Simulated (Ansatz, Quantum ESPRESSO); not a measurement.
# GaP, zinc blende or diamond type, strained in the (001) plane: the peak of the slowest decay at Γ at a withheld member of a series

How the rows were computed: Quantum ESPRESSO 7.5, PBE, GBRV ultrasoft. The cubic cell is relaxed first; each member is held at its strain in the plane while the axis along [001] relaxes. pwcond (ikind = 0) gives the complex bands along [001] at three points across. Fixed occupations. The series steps biaxial strain in the plane.

```
biaxial strain in the plane  peak of the slowest decay at Γ (1/Å)
                       -4 %                                0.1310
                       -3 %                                0.1240
                       -2 %                                0.1170
                       -1 %                                0.1090
                        0 %                                0.1010
                        1 %                                0.0930
```

To predict: What is the peak of the slowest decay at Γ at 2 %?

By hand: The rows at 0 % and 1 % give a slope of (0.0930 − (0.1010))/(1 − (0)) = −0.008, so a straight line gives 0.0850 1/Å. A parabola through these and the row at -1 % gives 0.0850 1/Å.

**Check.** 0.0840 1/Å. The line misses by +0.0010 and the parabola by +0.0010 1/Å.

Caveats: Atoms keep their symmetric sites, so polar or tilted distortions are left out; semilocal gaps and decay constants are too small; no spin-orbit coupling; three points across. Members without a usable value, or on the other side of zero field or charge, are not listed.

[Logs are printed without paths, hosts, clocks, repeated set-up lines and the standing remarks that a program may print on its own settings, such as how far it seeks lower states.]
